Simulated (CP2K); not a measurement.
Two runs for the N K edge of nitrate. Run A: CP2K XAS_TDP, all-electron GAPW, PBEh(45%), aug-cc-pVTZ, TDA, no relativity. Run B differs in one setting.

First lines with a strength over 0.0015. A:

```tsv
atom	energy (eV)	states	strength, one atom
N2 (bonded to 3 O)	399.38	1	0.0778
	405.78	2	0.0052
	407.39	1	0.0201
	407.41	1	0.0193
	409.74	2	0.0610
```

B:

```tsv
atom	energy (eV)	states	strength, one atom
N2 (bonded to 3 O)	399.06	1	0.0783
	408.78	1	0.0973
	408.86	1	0.0981
	419.02	1	0.0594
	419.67	2	0.0593
```

**Question.** Which was it: the functional, scalar relativity switched on, GW2X switched on, the basis?

The basis (basis from aug-cc-pVTZ to pc-1; the lines alone don't name the new value). A basis moves diffuse and continuum lines far more than the leading valence line. Against PBEh(45%) in aug-cc-pVTZ, the leading line moves by -0.32 eV, to 399.06 eV. The next line of N2 over the strength cut lies 9.72 eV higher, against 6.40.

[Banner, clock and machine lines of the logs are left out without a mark of their own.]

[Logs are printed without paths, hosts, clocks, repeated set-up lines and the standing remarks that a program may print on its own settings, such as how far it seeks lower states.]

[Hosts, paths, dates, database ids (printed as entryN), source tags and the programs' standing remarks are cut or masked in the printed files.]
